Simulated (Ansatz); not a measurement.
## Is NbGeB in the AlB2 type a stable metal?

Question: is the lattice of NbGeB in the AlB2 type stable, and if so, what are its coupling constant and resistivity?

Calculated with Ansatz 0.2.0; DFT PBEsol, scalar-relativistic, plane waves, PAW; PAW set soft_1.

Report form: the programs' logs are mostly left out.

The structure was built from a prototype and need not be the compound's stable phase.

## Step 1: Starting point

The structure is hexagonal, space group P-6m2 (No. 187). Conventional cell: a = 3.740 Å, b = 3.740 Å, c = 3.927 Å, α = 90.00°, β = 90.00°, γ = 120.00°. Nearest to Nb lie 6 Ge at 2.92 Å and 6 B at 2.92 Å. Nearest to B lie 3 Ge at 2.16 Å and 6 Nb at 2.92 Å. Nearest to Ge lie 3 B at 2.16 Å and 6 Nb at 2.92 Å. Farther neighbours are not listed.

## Step 2: Rough relaxation

Large forces or a large pressure at the start call for a first relaxation with loose thresholds.

input.yaml

```yaml
crystal:
  lattice:
    - [3.73996, 0.0, 0.0]
    - [-1.86998, 3.2389, 0.0]
    - [0.0, 0.0, 3.92695]
  atoms:
    - { symbol: Nb, position: [0.0, 0.0, 0.0] }
    - { symbol: B, position: [0.33333333, 0.66666667, 0.5] }
    - { symbol: Ge, position: [0.66666667, 0.33333333, 0.5] }
kpoints:
  mp_grid: { grid: [6, 6, 6] }
hamiltonian:
  xc: pbesol
  pseudopotentials: { kind: paw, azcp: { folder: soft_1 }, xc_functional: pbe }
scf:
  occupations: { method: gaussian, width: 0.1 }
output:
  forces: true
  stress: true
  eigenvalues: true
relax:
  adjacent_minimum: "off"
  f_tol: 0.05
  max_steps: 80
  cell: { stress_tol: 0.5 }
```

Launch:

```bash
$ ansatz run input.yaml --threads 4 --pin off --max-ram 12288MiB --backend cpu --events-out ev --progress --plain --runs-dir out
```

It took 5.8 s on 4 threads of Arm Neoverse V1, shared host; peak memory 0.38 GiB.

The steps of the relaxation:

```tsv
step	energy less that of the first step (eV)	largest force component (eV/Å)	pressure (GPa)	volume (Å³)
1	0.0000	0.0000	-25.30	47.57
2	-0.6880	0.0000	-14.76	42.28
3	-0.8823	0.0000	3.71	37.70
4	-0.8907	0.0000	-0.52	38.47
5	-0.8911	0.0000	-0.02	38.36
6*	-0.8890	0.0000	-0.07	38.36
```

Relaxation steps marked * repeat the geometry before them on a plane-wave basis chosen anew for their cell, so energy and pressure can jump there.

Forces are held to the 12 operations that the run works with; a distortion that breaks them can't arise in this run.

```tsv
conventional cell, symmetrised	before	after	change
a (Å)	3.740	3.540	-5.3 %
b (Å)	3.740	3.540	-5.3 %
c (Å)	3.927	3.534	-10.0 %
volume (Å³/atom)	15.86	12.79	-19.4 %
```

The relaxed structure:

```xyz
3
Lattice="3.5401 0.0000 0.0000 -1.7701 3.0658 0.0000 0.0000 0.0000 3.5341" Properties=species:S:1:pos:R:3 pbc="T T T"
Nb    0.0000    0.0000    0.0000
B     0.0000    2.0439    1.7671
Ge    1.7701    1.0219    1.7671
```

Numbers from this step:

```
pressure          : -0.06621 GPa
volume per atom   : 12.79 Å³/atom
metallic on mesh  : yes
gap on the k-mesh : 0 eV
```

The largest force is now zero by symmetry and the largest stress component 0.14 GPa.

## Step 3: Relaxing cell and atoms

Lattice constant and positions set the bands and the force constants, so the cell is relaxed first.

input.yaml, the sections that differ from step 2:

```yaml
crystal:
  lattice:
    - [3.5401221602, 0.0, 0.0]
    - [-1.7700610801, 3.0658357232, 0.0]
    - [0.0, 0.0, 3.5341406518]
  atoms:
    - { symbol: Nb, position: [0.0, 0.0, 0.0] }
    - { symbol: B, position: [0.3333333333, 0.6666666667, 0.5] }
    - { symbol: Ge, position: [0.6666666667, 0.3333333333, 0.5] }
kpoints:
  mp_grid: { grid: [9, 9, 8] }
relax:
  adjacent_minimum: "off"
  f_tol: 0.005
  max_steps: 80
  cell: { stress_tol: 0.05 }
# hamiltonian, scf, output: as in step 2
```

Elapsed: 7 s, on 4 threads; peak memory 0.4 GiB; 25 s of CPU time.

Step by step:

```tsv
step	energy less that of the first step (eV)	largest force component (eV/Å)	pressure (GPa)	volume (Å³)
1	0.0000	0.0000	0.03	38.36
2	-0.0074	0.0000	1.99	37.87
3	-0.0095	0.0000	0.22	38.22
4	-0.0096	0.0000	0.00	38.25
5	-0.0096	0.0000	0.00	38.25
```

The log counts 1 steps on a newly chosen plane-wave basis, not all of them marked here; energy and pressure can jump at such steps.

```tsv
conventional cell, symmetrised	before	after	change
a (Å)	3.540	3.567	+0.8 %
b (Å)	3.540	3.567	+0.8 %
c (Å)	3.534	3.471	-1.8 %
volume (Å³/atom)	12.79	12.75	-0.3 %
```

The relaxed structure:

```xyz
3
Lattice="3.5674 0.0000 0.0000 -1.7837 3.0895 0.0000 0.0000 0.0000 3.4708" Properties=species:S:1:pos:R:3 pbc="T T T"
Nb    0.0000    0.0000    0.0000
B     0.0000    2.0597    1.7354
Ge    1.7837    1.0298    1.7354
```

This step gave:

* pressure: 3.63e-4 GPa
* volume per atom: 12.75 Å³/atom

The largest force is now zero by symmetry and the largest stress component 0.0060 GPa.

## Step 4: Tight relaxation

No force is left; the cell is relaxed once more with another smearing and tight thresholds.

input.yaml, the sections that differ from step 3:

```yaml
crystal:
  lattice:
    - [3.567446224, 0.0, 0.0]
    - [-1.783723112, 3.0894990566, 0.0]
    - [0.0, 0.0, 3.4707835915]
  atoms:
    - { symbol: Nb, position: [0.0, 0.0, 0.0] }
    - { symbol: B, position: [0.3333333333, 0.6666666667, 0.5] }
    - { symbol: Ge, position: [0.6666666667, 0.3333333333, 0.5] }
scf:
  occupations: { method: methfessel_paxton, width: 0.2 }
relax:
  adjacent_minimum: "off"
  f_tol: 0.001
  max_steps: 60
  cell: { stress_tol: 0.01 }
# kpoints, hamiltonian, output: as in step 3
```

Elapsed: 6 s, on 4 threads; peak memory 0.4 GiB.

Little changed from the start: no atom moved by 0.005 Å and no cell edge by 0.1 %.

This step gave:

```yaml
pressure: 0.001196 GPa
```

The largest force is now zero by symmetry and the largest stress component 0.0022 GPa, small enough for phonons.

## Step 5: Phonons by linear response: q 2×2×2, k 6×6×4

Couplings are defined for a stable lattice alone, so phonons come first.

input.yaml

```yaml
crystal:
  lattice:
    - [3.5682590327, 0.0, 0.0]
    - [-1.7841295164, 3.0902029696, 0.0]
    - [0.0, 0.0, 3.4684331131]
  atoms:
    - { symbol: Nb, position: [0.0, 0.0, 0.0] }
    - { symbol: B, position: [0.3333333333, 0.6666666667, 0.5] }
    - { symbol: Ge, position: [0.6666666667, 0.3333333333, 0.5] }
kpoints:
  mp_grid: { grid: [6, 6, 4] }
hamiltonian:
  xc: pbesol
  pseudopotentials: { kind: paw, azcp: { folder: soft_1 }, xc_functional: pbe }
scf:
  occupations: { method: methfessel_paxton, width: 0.2 }
output:
  eigenvalues: true
phonons:
  method: dfpt
  qmesh: [2, 2, 2]
  temperatures: { t_max: 1000, t_step: 50 }
  qpath:
    path:
      - [[0.0, 0.0, 0.0], [0.5, 0.0, 0.0], [0.33333333, 0.33333333, 0.0], [0.0, 0.0, 0.0], [0.0, 0.0, 0.5], [0.5, 0.0, 0.5], [0.33333333, 0.33333333, 0.5], [0.0, 0.0, 0.5]]
      - [[0.5, 0.0, 0.5], [0.5, 0.0, 0.0]]
      - [[0.33333333, 0.33333333, 0.5], [0.33333333, 0.33333333, 0.0]]
    npoints: 10
```

Elapsed: 24 s, on 4 threads; peak memory 0.51 GiB; 89 s of CPU time.

Numbers from this step:

```yaml
share_of_imaginary_modes_in_the_plain_interpolation_between_solved_wavevectors: 0.4222
highest_frequency_solved_or_plainly_interpolated: 552.2 cm⁻¹
```

Solved on the 2×2×2 mesh alone; all other wavevectors are interpolated. The phonon branches at the labelled points (cm⁻¹):

```tsv
point	branch 1	branch 2	branch 3	branch 4	branch 5	branch 6	branch 7	branch 8	branch 9
Γ	-160	0	0	0	68	68	263	509	509
halfway	-162	-138	-113	-46	153	189	227	505	527
M	-185	-162	-129	-76	179	188	245	504	545
halfway	-176	-156	-129	-86	148	181	260	504	549
K	-161	-149	-140	-95	122	172	270	504	552
halfway	-161	-156	-93	-57	135	215	218	504	532
Γ	-160	0	0	0	68	68	263	509	509
halfway	-181	-164	-115	-115	123	123	230	525	525
A	-273	-192	-169	-169	160	160	233	543	543
halfway	-254	-159	-143	-89	122	212	221	526	536
L	-230	-130	-111	53	90	226	259	508	525
halfway	-228	-138	-90	102	104	226	254	495	531
H	-225	-141	-72	114	135	226	252	483	534
halfway	-248	-154	-132	-55	124	218	219	519	535
A	-273	-192	-169	-169	160	160	233	543	543
jump to L	-230	-130	-111	53	90	226	259	508	525
halfway	-178	-152	-129	-79	140	199	254	515	527
M	-185	-162	-129	-76	179	188	245	504	545
jump to H	-225	-141	-72	114	135	226	252	483	534
halfway	-176	-142	-127	-68	132	202	262	494	543
K	-161	-149	-140	-95	122	172	270	504	552
```

Lowest modes at the softest wavevector of the mesh. Modes at q = (0.000, 0.000, 0.500), with each element's share of the kinetic energy (negative means imaginary):

```tsv
mode	frequency (cm⁻¹)	Nb %	B %	Ge %
1	-273.4	100	0	0
2	-191.6	0	81	19
3	-169.1	100	0	0
4	-169.1	100	0	0
5	159.7	0	14	86
6	159.7	0	14	86
```

Displacements in mode 1 (-273.4 cm⁻¹), the largest set to 1, in the home cell:
```
Nb1 0.00 0.00 1.00
B2  0.00 0.00 0.00
Ge3 0.00 0.00 0.00
```

Displacements in mode 5 (159.7 cm⁻¹), the largest set to 1, in the home cell (x, y, z of the real part, then of the imaginary part):
```
Nb1  0.00  0.00  0.00  0.00  0.00  0.00
B2   1.00  0.06  0.00  0.00 -0.03  0.00
Ge3  0.96  0.06  0.00  0.00 -0.03  0.00
```

Among the solved wavevectors the lowest mode, translations apart, is -273 cm⁻¹, imaginary.

## Step 6: Phonons by linear response: q 3×3×2, k 9×9×6

An imaginary mode on so few k-points may come from the sampling, so the phonons are repeated with another q and k mesh.

input.yaml, as its differences from that of step 5:

```diff
@@ -10,3 +10,3 @@
 kpoints:
-  mp_grid: { grid: [6, 6, 4] }
+  mp_grid: { grid: [9, 9, 6] }
 hamiltonian:
@@ -20,3 +20,3 @@
   method: dfpt
-  qmesh: [2, 2, 2]
+  qmesh: [3, 3, 2]
   temperatures: { t_max: 1000, t_step: 50 }
```

Run time: 1.8 min. Hardware: 4 threads; peak memory 0.72 GiB; 7 min of CPU time.

This step gave:

* share of imaginary modes in the plain interpolation between solved wavevectors: 0.3581
* highest frequency, solved or plainly interpolated: 575.4 cm⁻¹

Solved on the 3×3×2 mesh alone; all other wavevectors are interpolated. The phonon branches at the labelled points (cm⁻¹):

```tsv
point	branch 1	branch 2	branch 3	branch 4	branch 5	branch 6	branch 7	branch 8	branch 9
Γ	-145	-17	-17	0	0	0	254	532	532
halfway	-150	-82	-70	53	152	202	209	515	551
M	-167	-104	-92	-68	184	186	252	516	575
halfway	-168	-116	-77	-69	124	176	276	531	573
K	-172	-117	-68	-53	-14	167	289	551	566
halfway	-152	-105	15	44	132	199	230	517	555
Γ	-145	-17	-17	0	0	0	254	532	532
halfway	-137	-101	-101	-48	112	112	240	541	541
A	-155	-143	-143	-121	154	154	263	552	552
halfway	-156	-126	-110	110	124	209	228	550	559
L	-179	-83	-48	-9	158	238	277	540	540
halfway	-199	-93	55	120	182	236	268	496	560
H	-216	-96	71	183	204	235	260	464	562
halfway	-165	-120	-89	134	141	207	225	538	565
A	-155	-143	-143	-121	154	154	263	552	552
jump to L	-179	-83	-48	-9	158	238	277	540	540
halfway	-140	-102	-99	85	138	205	267	528	558
M	-167	-104	-92	-68	184	186	252	516	575
jump to H	-216	-96	71	183	204	235	260	464	562
halfway	-165	-87	-74	80	137	208	276	509	564
K	-172	-117	-68	-53	-14	167	289	551	566
```

Lowest modes at the softest wavevector of the mesh. The modes at q = (-0.333, -0.333, 0.500) (shares of kinetic energy by element, %) (negative means imaginary):

```tsv
mode	frequency (cm⁻¹)	Nb %	B %	Ge %
1	-216.0	93	0	7
2	-96.5	74	0	26
3	70.8	99	1	0
4	182.7	6	15	79
5	204.1	1	99	0
6	235.3	26	0	74
```

Displacements in mode 1 (-216.0 cm⁻¹), the largest set to 1, in the home cell (x, y, z of the real part, then of the imaginary part):
```
Nb1  0.00  0.00  1.00  0.00  0.00  0.00
B2   0.00 -0.06  0.00  0.06  0.00  0.00
Ge3  0.18  0.11  0.00  0.11 -0.18  0.00
```

Displacements in mode 2 (-96.5 cm⁻¹), the largest set to 1, in the home cell (x, y, z of the real part, then of the imaginary part):
```
Nb1  0.87  0.50  0.00 -0.50  0.87  0.00
B2   0.00  0.00  0.00  0.00  0.00  0.00
Ge3  0.00  0.00  0.94  0.00  0.00  0.00
```

The modes has structure finer than the step of the table below, so its rows give means over 25 cm⁻¹, whole bins alone (the curve runs from -224 to 602 cm⁻¹). Peaks (cm⁻¹: height): B -146.4: 0.0133, 134.4: 0.00719, 524.4: 0.0282, 555.6: 0.0362; Ge -146.4: 0.00395, -94.4: 0.00743, 134.4: 0.0162, 196.8: 0.0169, 222.8: 0.0205, 264.4: 0.0163, 555.6: 0.00701; Nb -151.6: 0.0147, -94.4: 0.0360.

Phonopy on the run's constants, 19x19x17 mesh, Gaussian sigma 5.9 cm⁻¹. Modes against wavenumber; means over each step; values in 1/cm⁻¹/cell:

```tsv
wavenumber (cm⁻¹)	B	Ge	Nb
-200	7.5e-6	1.8e-4	0.00233
-175	0.00216	6.6e-4	0.00633
-150	0.0101	0.00290	0.0125
-125	0.00239	0.00126	0.00799
-100	0.00322	0.00516	0.0265
-75	0.00255	0.00323	0.0190
-50	0.00173	0.00138	0.0110
-25	8.6e-4	5.3e-4	0.00396
0	3.1e-4	1.8e-4	0.00154
25	5.6e-4	6.8e-4	0.00360
50	0.00177	0.00117	0.00432
75	0.00209	0.00159	0.00199
100	0.00307	0.00404	0.00195
125	0.00574	0.0119	0.00385
150	0.00626	0.00931	0.00334
175	0.00328	0.00880	0.00142
200	0.00148	0.0151	0.00205
225	0.00145	0.0180	0.00393
250	0.00114	0.0136	0.00140
275	2.9e-4	0.00966	6.2e-4
300	3.4e-6	4.2e-4	3.2e-5
325	0	0	0
350	0	0	0
375	0	0	0
400	0	0	0
425	0	0	0
450	3.4e-5	1.0e-7	0
475	9.4e-4	3.0e-5	0
500	0.00458	3.2e-4	3.3e-6
525	0.0234	0.00233	4.1e-5
550	0.0298	0.00553	6.3e-5
575	0.0107	0.00215	2.2e-5
```

No LO-TO term; unit eigenvectors of the mass-weighted matrix. The modes at Γ (shares of kinetic energy by element, %) (negative means imaginary):

```tsv
mode	frequency (cm⁻¹)	symmetry	Nb %	B %	Ge %
1	-144.9	A2''	1	92	8
2	-17.4	E'	46	16	38
3	-17.4	E'	46	16	38
4	0.0	unnamed	53	6	41
5	0.0	unnamed	53	6	41
6	0.0	unnamed	53	6	41
7	253.6	A2''	47	2	51
8	532.1	E'	1	78	21
9	532.1	E'	1	78	21
```

Displacements in mode 1 (-144.9 cm⁻¹), the largest set to 1:
```
Nb1  0.00  0.00 -0.03
B2   0.00  0.00  1.00
Ge3  0.00  0.00 -0.11
```

Displacements in mode 9 (532.1 cm⁻¹), the largest set to 1:
```
Nb1  0.04  0.00  0.00
B2   1.00  0.00  0.00
Ge3 -0.20  0.00  0.00
```

Among the solved wavevectors the lowest mode, translations apart, is -216 cm⁻¹, imaginary.

## Step 7: Phonons: Fermi–Dirac smearing of 0.3 eV

The phonons are repeated on the same meshes with a wide Fermi–Dirac smearing, to see whether the soft mode comes from sharp features of the Fermi surface.

input.yaml, as its differences from that of step 6:

```diff
@@ -15,3 +15,3 @@
 scf:
-  occupations: { method: methfessel_paxton, width: 0.2 }
+  occupations: { method: fermi_dirac, width: 0.3 }
 output:
```

Wall time 2 min (4 threads); peak memory 0.74 GiB; 7.5 min of CPU time.

This step gave:

- share of imaginary modes in the plain interpolation between solved wavevectors: 0.2764
- highest frequency, solved or plainly interpolated: 577.4 cm⁻¹

Solved on the 3×3×2 mesh alone; all other wavevectors are interpolated. The phonon branches at the labelled points (cm⁻¹):

```tsv
point	branch 1	branch 2	branch 3	branch 4	branch 5	branch 6	branch 7	branch 8	branch 9
Γ	-122	0	0	0	109	109	246	562	562
halfway	-119	-74	-15	61	162	211	217	542	564
M	-138	-88	-58	73	188	192	254	538	572
halfway	-136	-94	-36	68	140	182	277	544	575
K	-137	-92	38	70	82	170	290	551	577
halfway	-119	-86	40	59	149	210	236	540	566
Γ	-122	0	0	0	109	109	246	562	562
halfway	-106	-49	-49	76	128	128	238	556	556
A	-89	-89	-80	-73	153	153	261	550	550
halfway	-100	-98	-56	122	143	215	233	553	560
L	-102	-12	39	81	176	240	282	550	550
halfway	-120	-63	86	153	197	239	274	513	572
H	-128	-72	104	202	216	238	264	490	577
halfway	-108	-94	-22	145	158	218	230	543	568
A	-89	-89	-80	-73	153	153	261	550	550
jump to L	-102	-12	39	81	176	240	282	550	550
halfway	-97	-76	27	115	154	208	271	544	561
M	-138	-88	-58	73	188	192	254	538	572
jump to H	-128	-72	104	202	216	238	264	490	577
halfway	-94	-59	12	120	166	211	279	521	577
K	-137	-92	38	70	82	170	290	551	577
```

Lowest modes at the softest wavevector of the mesh. The modes at q = (-0.333, -0.333, 0.000) (shares of kinetic energy by element, %) (negative means imaginary):

```tsv
mode	frequency (cm⁻¹)	Nb %	B %	Ge %
1	-137.1	0	100	0
2	-91.7	91	0	9
3	38.1	100	0	0
4	70.3	100	0	0
5	82.4	0	20	80
6	170.5	0	0	100
```

Displacements in mode 1 (-137.1 cm⁻¹), the largest set to 1, in the home cell:
```
Nb1  0.00  0.00  0.00
B2   0.00  0.00 -1.00
Ge3  0.00  0.00  0.00
```

Displacements in mode 3 (38.1 cm⁻¹), the largest set to 1, in the home cell (x, y, z of the real part, then of the imaginary part):
```
Nb1  0.99  0.12  0.00 -0.12  0.99  0.00
B2  -0.09  0.01  0.00  0.01  0.09  0.00
Ge3  0.00  0.00  0.00  0.00  0.00  0.00
```

Among the solved wavevectors the lowest mode, translations apart, is -137 cm⁻¹, imaginary.

For the lowest on path, step 6 gave -216 cm⁻¹; this run, with occupations Fermi-Dirac and smearing width 0.3 eV, gives -138 cm⁻¹.

## Step 8: What came out

| Quantity | Value |
| --- | --- |
| phonon run of the rows without a label of their own | PBEsol, q 3×3×2, k 9×9×6 |
| softest mode on the q mesh | -216 cm⁻¹ at q = (-0.333, -0.333, 0.5) |
| highest frequency, solved or plainly interpolated | 575 cm⁻¹ |

The lattice is dynamically unstable at this level: a mode at q = (-0.333, -0.333, 0.5) is imaginary, 216i cm⁻¹, so no harmonic coupling constant or resistivity is defined for this structure. These meshes are coarse, and single modes of a metal can move by tens of cm⁻¹ with the k mesh. The phonon runs are not spin-polarised. The PAW files were made for PBE; under other functionals the run regenerates their frozen core. The structure was built by hand as an ordered model, and its stability against other phases was not tested.

[Logs are printed without paths, hosts, clocks, repeated set-up lines and the standing remarks that a program may print on its own settings, such as how far it seeks lower states.]

[Hosts, paths, dates, database ids (printed as entryN), source tags and the programs' standing remarks are cut or masked in the printed files.]
